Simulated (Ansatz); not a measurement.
# Relaxing a frame of liquid 1,3,5-triphenylbenzene from 473 K (168 atoms)

How does a frame of liquid 1,3,5-triphenylbenzene from 473 K (168 atoms) relax, and what do bonds, charges and levels look like afterwards?

Program: Ansatz 0.2.0. Level of theory: Kohn-Sham DFT, r2SCAN+D4, PAW (set soft_2), plane waves. Results are calculated unless marked as measured.

## (1) Set-up

The cell holds 168 atoms: 96 C and 72 H. Cell: a = 12.548 Å, b = 12.548 Å, c = 12.548 Å, α = 90.0°, β = 90.0°, γ = 90.0°. 4 1,3,5-triphenylbenzene placed at random, at 1.03 g/cm³; overlaps pushed apart, then 10 ps at 573 K with MMFF94 bonds, angles, torsions, charges and radii (Halgren, J. Comput. Chem. 17, 490 (1996)) in harmonic and 12-6 forms. Snapshot after 20 ps at 473 K and fixed volume.

Before any run, some limits are plain. The network of contacts between molecules at the start is that of the classical potential that made the cell. The density was typed from a rule of thumb and may lie off the real one at this temperature. Sampling is at Γ alone, for a cell whose shortest periodic width is 13 Å.

## (2) Single point at the start

A single point comes first, to see the forces before anything moves.

input.yaml

```yaml
crystal:
  lattice:
    - [12.54847, 0.0, 0.0]
    - [0.0, 12.54847, 0.0]
    - [0.0, 0.0, 12.54847]
  atoms:
    - { symbol: C, position: [0.70901, 0.91356, 0.44622] }
    - { symbol: C, position: [0.74259, 0.83298, 0.37698] }
    - { symbol: C, position: [0.72514, 0.72703, 0.41295] }
    - { symbol: C, position: [0.698, 0.70695, 0.52072] }
    [... 158 atom lines left out ...]
    - { symbol: H, position: [0.33947, 0.81946, 0.90656] }
    - { symbol: H, position: [0.52161, 0.79589, 0.97032] }
    - { symbol: H, position: [0.61511, 0.65937, 0.90202] }
    - { symbol: H, position: [0.54043, 0.54401, 0.73569] }
    - { symbol: H, position: [0.35189, 0.58321, 0.68166] }
    - { symbol: H, position: [0.15074, 0.62275, 0.84766] }
kpoints:
  mp_grid: { grid: [1, 1, 1] }
hamiltonian:
  xc: r2scan
  dispersion: d4
scf:
  occupations: { method: fixed }
output:
  forces: true
  stress: true
  populations: intrinsic
  dos:
    method: { smearing: { sigma: 0.1 } }
    de: 0.1
    projected: { site_lists: { C: [C], H: [H] } }
  eigenvalues: true
```

Started as:

```bash
$ ansatz run input.yaml --threads 4 --pin off --max-ram 8192MiB --backend cpu --events-out ev --progress --plain --runs-dir out
```

It took 25 s on 4 threads of AMD EPYC 9R45, shared host; peak memory 5.3 GiB; 98 s of CPU time.

Numbers from this run:

| Property | Result |
| --- | --- |
| free energy | -25301.5176 eV |
| free energy per atom | -150.6043 eV/atom |
| SCF cycles | 10 |
| pressure | -0.1243 GPa |
| r.m.s. force component | 1.178 eV/Å |
| longest force | 5.487 eV/Å |
| Fermi energy | -0.3888 eV |
| gap (highest filled to lowest empty level) | 3.521 eV |

The r.m.s. force component of 1.2 eV/Å and the pressure of -0.12 GPa set the starting point.

Length of the force by element:

```csv
element,coordination,atoms,mean length of the force (eV/Å),spread,least,most
C,all,96,2.15,0.950,0.623,4.54
H,all,72,1.24,0.921,0.109,5.49
```

## (3) Relaxation

The atoms are relaxed in the fixed cell, aiming at the force tolerance of the input.

input.yaml, the sections that differ from step 2:

```yaml
output:
  forces: true
relax:
  f_tol: 0.03
  max_steps: 200
# crystal, kpoints, hamiltonian, scf: as in step 2
```

The job ended after 5.8 min (4 threads; peak memory 4.9 GiB).

Step by step (22 of 24):

```csv
step,energy less that of the first step (eV),largest force component (eV/Å)
1,0.0000,3.9332
2,-7.6111,2.0162
3,-9.3887,1.0511
4,-9.7412,0.2173
5,-9.8734,0.1446
6,-9.9529,0.1253
8,-10.0499,0.2364
9,-10.0949,0.1708
10,-10.1374,0.1096
11,-10.1672,0.1308
12,-10.1919,0.1765
13,-10.2097,0.1797
14,-10.2293,0.1933
15,-10.2569,0.1653
16,-10.2795,0.1304
17,-10.2987,0.1263
19,-10.3198,0.0699
20,-10.3251,0.0602
21,-10.3289,0.0320
22,-10.3305,0.0246
23,-10.3317,0.0229
24,-10.3326,0.0183
```

The atoms that moved most (Å):

```csv
atom,dx,dy,dz,length
H80,-1.948,1.057,0.145,2.221
H76,-1.382,0.172,-1.432,1.998
H79,-1.650,0.931,-0.385,1.934
C62,-1.590,1.080,0.106,1.925
H81,-1.344,1.132,0.491,1.825
H113,-0.163,-1.347,-1.203,1.813
H75,-1.180,-0.486,-1.284,1.810
H74,-0.694,-1.413,-0.862,1.795
```

The relaxation changed the energy by -61.5 meV/atom, and atoms moved by 0.99 Å r.m.s., 2.2 Å at most.

## (4) Local order after relaxation

Bonds before and after, by the cutoffs listed below:

```csv
pair,bonds before,bonds after,mean before (Å),mean after (Å),spread before (Å),spread after (Å)
C-C,108,108,1.406,1.403,0.034,0.027
C-H,72,72,1.083,1.083,0.037,0.001
```

Density 1.03 g/cm³, 11.76 Å³ an atom.

g(r), total and by pair (bins of 0.1 Å):

```csv
r (Å),total,C-C,C-H,H-H
0.95,0.00,0.00,0.00,0.00
1.05,6.94,0.00,14.20,0.00
1.15,0.00,0.00,0.00,0.00
1.25,0.00,0.00,0.00,0.00
1.35,5.48,16.80,0.00,0.00
1.45,0.78,2.39,0.00,0.00
1.55,0.00,0.00,0.00,0.00
1.65,0.00,0.00,0.00,0.00
1.75,0.00,0.00,0.00,0.00
1.85,0.00,0.00,0.00,0.00
1.95,0.00,0.00,0.00,0.00
2.05,0.00,0.00,0.00,0.00
2.15,3.57,0.00,7.18,0.26
2.25,0.15,0.00,0.00,0.83
2.35,0.40,0.36,0.00,1.54
2.45,3.24,6.95,0.00,5.26
2.55,0.38,0.91,0.00,0.46
2.65,0.58,0.00,0.80,1.03
2.75,1.73,1.64,2.17,0.72
2.85,0.46,0.47,0.25,0.98
2.95,0.46,0.19,0.60,0.56
3.05,0.69,0.63,0.71,0.71
3.15,0.36,0.07,0.43,0.68
3.25,0.55,0.00,0.82,0.80
3.35,1.75,0.03,3.25,0.81
3.45,0.73,0.12,1.13,0.77
3.55,0.53,0.24,0.58,0.91
3.65,0.86,1.05,0.65,1.09
3.75,1.25,1.97,0.89,0.95
3.85,1.28,0.81,1.72,0.94
3.95,1.16,0.88,1.51,0.73
4.05,1.08,0.90,1.31,0.78
4.15,0.81,0.89,0.77,0.77
4.25,1.19,1.05,0.77,2.53
4.35,1.10,1.49,0.96,0.77
4.45,0.99,0.91,0.89,1.41
4.55,0.95,0.79,1.00,1.12
4.65,1.02,0.66,1.23,1.09
4.75,1.10,1.13,1.23,0.70
4.85,1.08,1.42,0.98,0.72
4.95,1.32,1.02,1.41,1.59
5.05,1.01,1.08,1.05,0.81
5.15,1.04,1.34,0.82,1.07
5.25,0.84,1.05,0.67,0.92
```

Bonds by pair of elements; cutoffs follow the first minimum of g(r), held within bounds set by covalent radii, and pairs that aren't listed don't count as bonded:

```csv
pair A-B,cutoff (Å),bonds,mean length (Å),spread (Å),shortest (Å),B about A,A about B
C-C,1.85,108,1.40,0.027,1.39,2.25,2.25
C-H,1.34,72,1.08,0.001,1.08,0.75,1
```

How many atoms have how many bonded neighbours:

```csv
element,mean,1,3
C,3,0,96
H,1,72,0
```

Bond angles, per cent of each kind in bins of 5°:

```csv
angle (°),C-C-C,C-C-H
115–120,27.1,70.1
120–125,72.9,29.9
```

Bond angles (no mean is given where the spread exceeds 20°):

```csv
angle,count,mean (°),spread (°)
C-C-C,144,120,0.9
C-C-H,144,120,0.4
```

Rings of the network by King's shortest-path rule, up to 12 atoms, one path for each pair of neighbours; H, halogens, alkali and alkaline-earth atoms are left out, and the last column divides by all other atoms, bonded or not:

```csv
ring size (atoms),rings,per network atom
6,16,0.167
```

For some of the pairs, g(r) has its first main peak near 1.4 Å (C-C), 1.1 Å (C-H) and 2.5 Å (H-H). Counting bonds as in the table, all C atoms have 3 and all H atoms have 1 bonded neighbour. The C-C-C angle averages 120° with a spread of 0.9°. All rings counted have 6 atoms.

## (5) Single point at the relaxed geometry

One more single point at the end of the walk gives the fuller output and checks the residual forces.

input.yaml

```yaml
crystal:
  lattice:
    - [12.54847, 0.0, 0.0]
    - [0.0, 12.54847, 0.0]
    - [0.0, 0.0, 12.54847]
  atoms:
    - { symbol: C, position: [0.74992, 0.90032, 0.47832] }
    - { symbol: C, position: [0.7534, 0.80439, 0.42332] }
    - { symbol: C, position: [0.69431, 0.71761, 0.45886] }
    - { symbol: C, position: [0.6315, 0.72769, 0.54956] }
    [... 158 atom lines left out ...]
    - { symbol: H, position: [0.34637, 0.87941, 0.89221] }
    - { symbol: H, position: [0.5313, 0.8378, 0.94699] }
    - { symbol: H, position: [0.61425, 0.66755, 0.89219] }
    - { symbol: H, position: [0.51173, 0.53912, 0.78286] }
    - { symbol: H, position: [0.32747, 0.58216, 0.72648] }
    - { symbol: H, position: [0.142, 0.62418, 0.83863] }
kpoints:
  mp_grid: { grid: [1, 1, 1] }
hamiltonian:
  xc: r2scan
  dispersion: d4
scf:
  occupations: { method: fixed }
output:
  forces: true
  stress: true
  populations: true
  dos:
    method: { smearing: { sigma: 0.08 } }
    de: 0.1
    projected: { site_lists: { C: [C], H: [H] } }
  eigenvalues: true
  write_density: true
  write_potential: true
  volumetric_format: npy
```

The job ended after 27 s (4 threads; peak memory 5.3 GiB).

The program notes that the exchange-correlation potential is rough where the density is thin.

The run gave:

```yaml
free_energy: -25311.8502 eV
free_energy_per_atom: -150.6658 eV/atom
scf_cycles: 10
pressure: -0.322 GPa
r_m_s_force_component: 0.0043 eV/Å
longest_force: 0.01908 eV/Å
fermi_energy: -0.4561 eV
spacing_of_highest_filled_and_lowest_empty_level: 3.571 eV
spilling_of_the_projection: 0.01246
```

Löwdin charges by element (they lack the spilled electrons, 0.034 e an atom on average):

```csv
element,coordination,atoms,mean charge (e),spread,least,most
C,all,96,-0.086,0.0771,-0.154,0.0549
H,all,72,0.194,0.0068,0.178,0.209
```

States in the cell by windows of 1 eV, zero at the Fermi level; the larger projections on atomic orbitals stand beside the total:

```csv
from (eV),to (eV),total,C p,H s,C s
-10,-9,24.6,13.9,3.3,7.0
-9,-8,10.8,7.6,1.9,1.0
-8,-7,21.0,13.4,5.3,1.9
-7,-6,29.0,19.3,5.7,3.6
-6,-5,61.8,47.9,10.2,2.7
-5,-4,28.8,24.1,4.1,0.3
-4,-3,49.9,41.0,8.1,0.4
-3,-2,33.6,25.9,7.3,0.1
-2,-1,25.4,25.1,0.2,0.1
-1,0,37.3,37.0,0.0,0.1
0,1,1.2,1.2,0.0,0.0
1,3,0.0,0.0,0.0,0.0
3,4,15.7,14.8,0.1,0.1
4,5,34.1,29.7,1.2,0.4
```

The curve was stored every 0.100 eV, coarse against its broadening of 0.08 eV, so these counts are rough.

With fixed occupations the program's Fermi level is the highest filled level; weight inside the gap is the broadening of levels at its edges.

Between -18 and -10 eV lie 133 more states.

The levels nearest the highest filled one (over half full), pooled over k-points and spins:

```csv
level less the highest filled one (eV),occupation
-0.260,2
-0.243,2
-0.216,2
-0.165,2
-0.0833,2
0,2
3.57,0
3.60,0
3.66,0
3.70,0
3.72,0
3.78,0
```

Mean Löwdin charges: C -0.09, H +0.19 e (they miss 1.2 % of the electrons, so they add up to more than the cell's charge). The largest share in the top eV of filled states is C p (100 % of the projected weight), and in the lowest eV of empty states C p (98 % of the projected weight).

## (6) What came out

```
energy change in the relaxation                  : -61.5 meV/atom
r.m.s. displacement                              : 0.988 Å
largest displacement                             : 2.221 Å
free energy per atom                             : -150.6658 eV/atom
pressure                                         : -0.322 GPa
r.m.s. force component                           : 0.0043 eV/Å
gap (highest filled to lowest empty level) : 3.571 eV
wall time of the 3 DFT runs                      : 6.7 min
```

In words: Relaxation lowers the energy by 61.5 meV/atom and moves atoms by 0.99 Å r.m.s.; the r.m.s. force component goes from 1.2 to 0.0043 eV/Å, the pressure goes from -0.12 to -0.32 GPa, and the gap from 3.52 to 3.57 eV. By the final cutoffs no bond was broken or made. From the first step to the last the energy fell by 10.333 eV, and the largest move was 2.22 Å (H80). Counting bonds as in the table, all C atoms have 3 and all H atoms have 1 bonded neighbour. The highest filled and lowest empty levels differ by 3.57 eV (at Γ alone); a semilocal functional tends to put such gaps too low. In a disordered cell it changes from sample to sample and from frame to frame.

Caveats: The network of contacts between molecules at the start is that of the classical potential that made the cell; in DFT atoms moved by 0.99 Å r.m.s.

[Logs are printed without paths, hosts, clocks, repeated set-up lines and the standing remarks that a program may print on its own settings, such as how far it seeks lower states.]

[Hosts, paths, dates, database ids (printed as entryN), source tags and the programs' standing remarks are cut or masked in the printed files.]

[The MMFF94 radii named for the starting cell were scaled by 0.96; in molecules described by MMFF94, hydrogen bound to N, O or S took a small fixed 12-6 site in their place.]
